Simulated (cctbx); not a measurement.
## GdTlB4: precision against data quality

Space group Pbam (no. 55), a = 6.5750 Å, b = 12.2410 Å, c = 3.6790 Å, α = 90.00°, β = 90.00°, γ = 90.00°.

| atom | mult. | x | y | z | Ueq (Å²) |
| --- | --- | --- | --- | --- | --- |
| Tl1 | 4 | 0.8830 | 0.5824 | 0 | 0.0028 |
| Gd1 | 4 | 0.8659 | 0.8552 | 0 | 0.0033 |
| B1 | 4 | 0.5231 | 0.8077 | 1/2 | 0.0087 |
| B2 | 4 | 0.6061 | 0.9523 | 1/2 | 0.0087 |
| B3 | 4 | 0.6376 | 0.5271 | 1/2 | 0.0086 |
| B4 | 4 | 0.7188 | 0.6832 | 1/2 | 0.0070 |

The model was made for the exercise: a known structure type with other elements put in, its volume estimated, not relaxed; displacement parameters are assumed.

Five simulated data sets (cctbx; Mo Kα, λ = 0.71073 Å; 1.5 % proportional error) differ in resolution or exposure (noise floor 8 counts in the first three, 8 in the last two). Each is refined with the right model, isotropic at 1.1 Å and anisotropic otherwise. How do the figures of merit and the uncertainties move?

```csv
d min (Å),top counts,"⟨I/σ⟩ (unmerged, absences included)",unique,param. (scale apart),Rint,R1,GooF,largest s.u. xyz (fractional),s.u. U of B1 (Å²),largest error (Å)
1.1,70000,33.9,138,18,0.012,0.0060,0.95,0.00116,0.0019,0.0180
0.84,70000,30.8,294,36,0.013,0.0060,0.99,0.00069,0.0022,0.0076
0.6,70000,27.7,791,36,0.015,0.0075,0.95,0.00039,0.0009,0.0037
0.75,300,2.1,399,36,0.236,0.0678,0.95,0.01101,0.0369,0.2365
0.75,3000,9.5,399,36,0.045,0.0231,0.96,0.00296,0.0074,0.0329
```

The number of reflections grows roughly as 1/d³: 138, 294 and 791 here. R1 follows the noise rather than the truth: at 300 counts it is 0.0678, at 3000 counts 0.0231, while GooF is 0.95 and 0.96: the weights 1/σ² carry the noise. The s.u. of U (U11 where anisotropic) for B1 goes 0.0019, 0.0022, 0.0009 Å² with resolution and 0.0369, 0.0074 Å² with exposure.

Hardware for the 0.6 Å refinement: 0.4 s on 1 thread of Arm Neoverse V2, with other jobs on the host, peak memory 0.09 GiB.

[Logs are printed without paths, hosts, clocks, repeated set-up lines and the standing remarks that a program may print on its own settings, such as how far it seeks lower states.]
